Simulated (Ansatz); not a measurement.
# NaVS3 (model cell, started as cubic perovskite with V in the octahedra): a soft mode frozen in, part 3 of 3

Wanted: the energy along a soft mode of NaVS3 (model cell, started as cubic perovskite with V in the octahedra) and the structure at the end.

Ansatz 0.2.0; DFT PBEsol, scalar-relativistic, plane waves, PAW; PAW set soft_1.

So far. Step 5 (Energy along the mode, all amplitudes (two of the runs …): The lowest of the steps tried is at 0.08 Å, 1.49 meV/atom below the parent; the bottom of the well need not coincide with a step. Step 7 (The new phase in its own primitive cell): The largest force component left is 0.048 meV/Å and the pressure is 0.001 GPa, within the tolerances set. The cell now holds 19.15 Å³/atom. The relaxed cell has a = 6.465, c = 9.161 Å (conventional setting).

The structure was built from a prototype and need not be the compound's stable phase.

**8. Modes of the new phase**

A relaxed structure may still be a saddle point, so its zone-centre modes are computed. No field response is asked, since the mesh shows no gap.

The input, input.yaml:

```yaml
crystal:
  lattice:
    - [-3.2325730806, 3.2325730806, 4.5807048443]
    - [3.2325730806, -3.2325730806, 4.5807048443]
    - [3.2325730806, 3.2325730806, -4.5807048443]
  atoms:
    - { symbol: Na, position: [0.75, 0.25, 0.5] }
    - { symbol: Na, position: [0.25, 0.75, 0.5] }
    - { symbol: V, position: [0.0, 0.0, 0.0] }
    - { symbol: V, position: [0.5, 0.5, 0.0] }
    - { symbol: S, position: [0.7537464294, 0.2462535706, 0.0] }
    - { symbol: S, position: [0.2462535706, 0.7537464294, 0.0] }
    - { symbol: S, position: [0.7425086579, 0.7425086579, 0.0] }
    - { symbol: S, position: [0.2574913421, 0.2574913421, 0.0] }
    - { symbol: S, position: [0.2462535706, 0.2462535706, 0.4925071412] }
    - { symbol: S, position: [0.7537464294, 0.7537464294, 0.5074928588] }
kpoints:
  mp_grid: { grid: [8, 8, 8] }
hamiltonian:
  xc: pbesol
  pseudopotentials: { kind: paw, azcp: { folder: soft_1 }, xc_functional: pbe }
scf:
  occupations: { method: methfessel_paxton, width: 0.2 }
output:
  eigenvalues: true
phonons:
  method: dfpt
```

On the command line:

```sh
> ansatz run input.yaml --threads 8 --pin off --max-ram 16384MiB --backend cpu --events-out ev --progress --plain --runs-dir out
```

Numbers of over 12 decimals in the logs are rounded to 6 here.

The log of the run:

```text
[...]
Crystal: 10 atoms, lattice volume = 191.465 Å³
Basis set: ecut = 420 eV, 3719 PW (Γ), exchange–correlation on 90×90×90 points (8 copies of the dense FFT grid, shifted against one another)
Bands: 50, of which v1, the nominal top of the filled ones, is band 40 counted from 1 (39 counted from 0)
Symmetry: 16 space group operations
k-points: 260 of 512 (irreducible under 1 space group operation, time reversal used)
[...]
SCF iter   1: F=—  HF=-14040.993595 eV  |F-HF|=—  |Δ(HF+E_count)|=         —  Δρ=9.47e-2  dr2=2.81e1  ethr=3.10e-3  ⟨swp⟩=8.0  Hψ=53622  notcnv=0
[...]
SCF iter  13: F=-14038.328141 eV  HF=-14038.328141 eV  |F-HF|=0.00e0  |Δ(HF+E_count)|=  4.37e-11  S|Δr|=    0.00e0  Δρ=4.84e-8  dr2=4.23e-12  ethr=1.00e-12  ⟨swp⟩=6.6  Hψ=63365  notcnv=0
the search or the solves at the SCF's close seem to have found levels that the self-consistency loop had missed (the run counts 3). By its estimate they hold under 1e-12 electrons; where the run keeps them, the occupations were computed again with them
SCF 1 converged in 13 iterations: F = -14038.328141 eV  dr2 = 4.23e-12
[...]
DFPT response loops at Γ: preconditioner auto → Kerker (q_TF=auto, 2.359 Å⁻¹) (partly filled bands, converged f_vac=0.001); β = 1.00, the filter's whole step (`scf.mixing.beta` (0.50) is not read by the response loops under this deck's `scf.mixing.preconditioner`; to damp them name `kerker` or `kerker_dos`, under which they read `scf.mixing.beta`, and type it under 1.00, their step now; both keys bind the ground state too); Broyden in place of MSR1
SCF converged after 13 iterations
[...]
Free energy (F): -14038.328141 eV
[...]
Internal energy: -14038.354900 eV  (E = F + TS)
E sigma→0 (E₀):  -14038.334831 eV
Entropy (-TS):   0.026759 eV (2.676 meV/atom)
Fermi energy:    6.761063 eV
[...]
--- Band table (eV; the first three rows and the last of 260) ---
  k-point 0: bands = [... 36 lower, 5.7230, 6.4189, 6.4271, 6.4271, 7.1723, 7.1960, 7.2054, 7.2271, ... 6 higher]
  k-point 1: bands = [... 36 lower, 6.0068, 6.0136, 6.6418, 6.7174, 6.9268, 6.9993, 7.1856, 7.2214, ... 6 higher]
  k-point 2: bands = [... 36 lower, 6.0652, 6.0795, 6.1296, 6.1601, 7.1994, 7.2076, 7.2817, 7.2893, ... 6 higher]
  k-point 259: bands = [... 36 lower, 4.8884, 5.7608, 6.1521, 6.1521, 7.1663, 7.2313, 7.6841, 7.8595, ... 6 higher]
--- Phonons (Γ-DFPT): 10 representative perturbations + reference, on 260 of 512 k-points (Σ response iterations 32) ---
  k mesh reduced under 1 symmetry operation, with k and −k counted as one. Each operation leaves every solved perturbation unchanged. A smaller set is not used because it would not reduce the number of displacements times k-points to solve
  ASR residual: 8.717e-5 → 0.000e0 eV/Å²; symmetrization residual: 1.058e-5 eV/Å²
  ASR residual per site (eV/Å²): 8.72e-5 8.72e-5 4.12e-5 4.38e-5 7.12e-5 7.12e-5 7.53e-5 7.53e-5 7.12e-5 7.12e-5
  Γ frequencies (cm⁻¹): -91.09 -91.09 -85.44 -81.04 -81.04 -68.11 -62.75 0.00 0.00 0.00 67.86 69.23 69.23 69.47 70.20 70.20 98.00 98.00 98.44 187.00 190.52 190.52 227.30 227.30 229.96 232.53 352.51 352.51 364.00 456.01
  non-analytic LO–TO correction: not included (Born effective charges unavailable; polar crystals: no LO–TO splitting at Γ)
```

Wall time 6.5 min (8 threads of Arm Neoverse V2, shared host); peak memory 7.1 GiB.

Numbers from this step:

```yaml
sum_rule_residual_before_enforcement: 8.72e-5 eV/Å²
point_group: 4/mmm
highest_optical_mode_at_the_zone_centre_no_lo_to_term: 456.0 cm⁻¹
lowest_optical_zone_centre_mode: -91.09 cm⁻¹
```

Patterns of degenerate modes are one choice out of their space. Modes at Γ, with each element's share of the kinetic energy (negative means imaginary):

```csv
mode,frequency (cm⁻¹),symmetry,Na %,V %,S %
1,-91.1,Eu,2,62,37
2,-91.1,Eu,2,62,37
3,-85.4,A2g,0,0,100
4,-81.0,Eg,0,0,100
5,-81.0,Eg,0,0,100
6,-68.1,A2u,3,65,32
7,-62.8,B2g,0,0,100
8,0.0,acoustic,14,30,57
9,0.0,acoustic,14,30,57
10,0.0,acoustic,14,30,57
11,67.9,B1g,99,0,1
12,69.2,Eg,99,0,1
13,69.2,Eg,99,0,1
14,69.5,A2u,84,1,16
15,70.2,Eu,85,1,14
16,70.2,Eu,85,1,14
17,98.0,Eu,0,1,99
18,98.0,Eu,0,1,99
19,98.4,B1u,0,0,100
20,187.0,A2u,0,87,13
21,190.5,Eu,0,96,4
22,190.5,Eu,0,96,4
23,227.3,Eg,1,0,99
24,227.3,Eg,1,0,99
25,230.0,B1g,1,0,99
26,232.5,A1g,0,0,100
27,352.5,Eu,0,10,90
28,352.5,Eu,0,10,90
29,364.0,A2u,0,17,83
30,456.0,A1g,0,0,100
```

Displacements in mode 2 (-91.1 cm⁻¹), the largest set to 1:
```
Na1 -0.10 -0.21  0.00
Na2 -0.10 -0.21  0.00
V3   0.35  0.75  0.00
V4   0.47  1.00  0.00
S5  -0.51 -0.53  0.00
S6  -0.51 -0.53  0.00
S7  -0.22 -0.48  0.00
S8  -0.22 -0.48  0.00
S9   0.15 -0.23  0.00
S10  0.15 -0.23  0.00
```

Displacements in mode 18 (98.0 cm⁻¹), the largest set to 1:
```
Na1 -0.09  0.00  0.00
Na2 -0.09  0.00  0.00
V3  -0.15  0.00  0.00
V4  -0.02  0.00  0.00
S5  -0.40 -0.40  0.00
S6  -0.40 -0.40  0.00
S7   1.00  0.00  0.00
S8   1.00  0.00  0.00
S9  -0.40  0.40  0.00
S10 -0.40  0.40  0.00
```

Before it was imposed, the acoustic sum rule was missed by 8.7e-5 eV/Å². Small misses are needed for a sound result but don't prove that mesh and cutoff are converged. The lowest optical mode is imaginary, 91.1i cm⁻¹, so the energy falls along it.

**9. Results**

| Item | Value |
| --- | --- |
| unstable mode of the parent | q = (-0.5, -0.5, -0.5), 216i cm⁻¹ |
| depth at the lowest point sampled | 1.49 meV/atom |
| largest atomic shift at that point | 0.08 Å |
| space group reached (within 0.01 Å) | I4/mmm |
| energy gained over the parent (first relaxation, on the mesh of the frozen mode) | 1.77 meV/atom |
| volume per atom, phase reached | 19.1 Å³ |
| lowest optical zone-centre mode, phase reached | -91.1 cm⁻¹ |
| highest optical mode at the zone centre (no LO-TO term), phase reached | 456 cm⁻¹ |

What this shows: Along this mode the structure falls into I4/mmm, 1.77 meV/atom below the parent. At the parent's cell the well is 1.494 meV/atom deep on the steps tried, with its lowest point at a shift of 0.08 Å. Relaxing atoms and cell changes the gain by +0.27 meV/atom against the lowest step (energies at zero smearing). The new phase still has an imaginary mode at the zone centre of its cell, so it is a saddle point on the way to a lower structure. Of the 4 patterns followed to their end from this parent, this one ends 36.9 meV/atom above the lowest, Pmma. Another end point lies within 1 meV/atom; how such a difference moves with mesh and cutoff was not tested. Each path keeps the symmetry of its pattern, so a lower phase may lie along a pattern not tried. With no gap, or one that is small against the smearing, the frequencies hang on the k mesh and the smearing, most of all near Kohn anomalies. The phonon runs are without spin polarisation, although V often carries a moment. The PAW files were made for PBE and serve the other functionals too. The starting cell was built on a prototype and not taken from a measurement, so the phase need not exist.

[Logs are printed without paths, hosts, clocks, repeated set-up lines and the standing remarks that a program may print on its own settings, such as how far it seeks lower states.]

[Hosts, paths, dates, database ids (printed as entryN), source tags and the programs' standing remarks are cut or masked in the printed files.]
